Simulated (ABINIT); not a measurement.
Planning a run of ABINIT 10.8.3 on PtSe2 (P-3m1). The input:

```
acell 3*1.0 Angstrom
rprim 
  3.717306547987 0.000000000003 0.000000000000
  -1.858653273996 3.219281904210 0.000000000000
  0.000000000000 0.000000000000 5.820074020000
ntypat 2
znucl 78 34
natom 3
typat 1 2 2
xred 
  0.000000000000 0.000000000000 0.000000000000
  0.666666666667 0.333333333333 0.774611840000
  0.333333333333 0.666666666667 0.225388160000
pp_dirpath "pseudos"
pseudos "Pt.upf, Se.upf"
ecut 48
ngkpt 3 3 2
nshiftk 1
shiftk 0 0 0
kptopt 1
chksymbreak 0
istwfk *1
occopt 1
irdwfk 1
optdriver 3
nband 240
ecuteps 7
inclvkb 2
awtr 1
symchi 1
ppmfrq 30 eV
indata_prefix "in"
outdata_prefix "out"
tmpdata_prefix "tmp"
```

```sh
OMP_NUM_THREADS=1 mpirun -n 8 abinit run.abi > log
```

Q: Estimate wall time and host memory on 8 MPI ranks of Arm Neoverse N1, shared host.

It took 4.6 min; on shared hardware allow 2.3 min to 9.2 min. Peak host memory was 2.7 GiB.

[Paths, hosts, dates, memory and timing lines, banners, echoed tables and standing remarks are left out of the program output.]

[Logs are printed without paths, hosts, clocks, repeated set-up lines and the standing remarks that a program may print on its own settings, such as how far it seeks lower states.]

[Runs of the session that timed out or met a known fault of the program may be left out.]

[Hosts, paths, dates, database ids (printed as entryN), source tags and the programs' standing remarks are cut or masked in the printed files.]

[G0W0 gaps are taken among the corrected bands and points alone; a level outside them can change the order at an edge.]

[Where Ansatz stands beside ABINIT at settings called matched, ABINIT's density can come from a denser mesh and the files from another edition; pairs whose starting gaps differed by over 0.03 eV were left out, so agreement reads better than it is.]
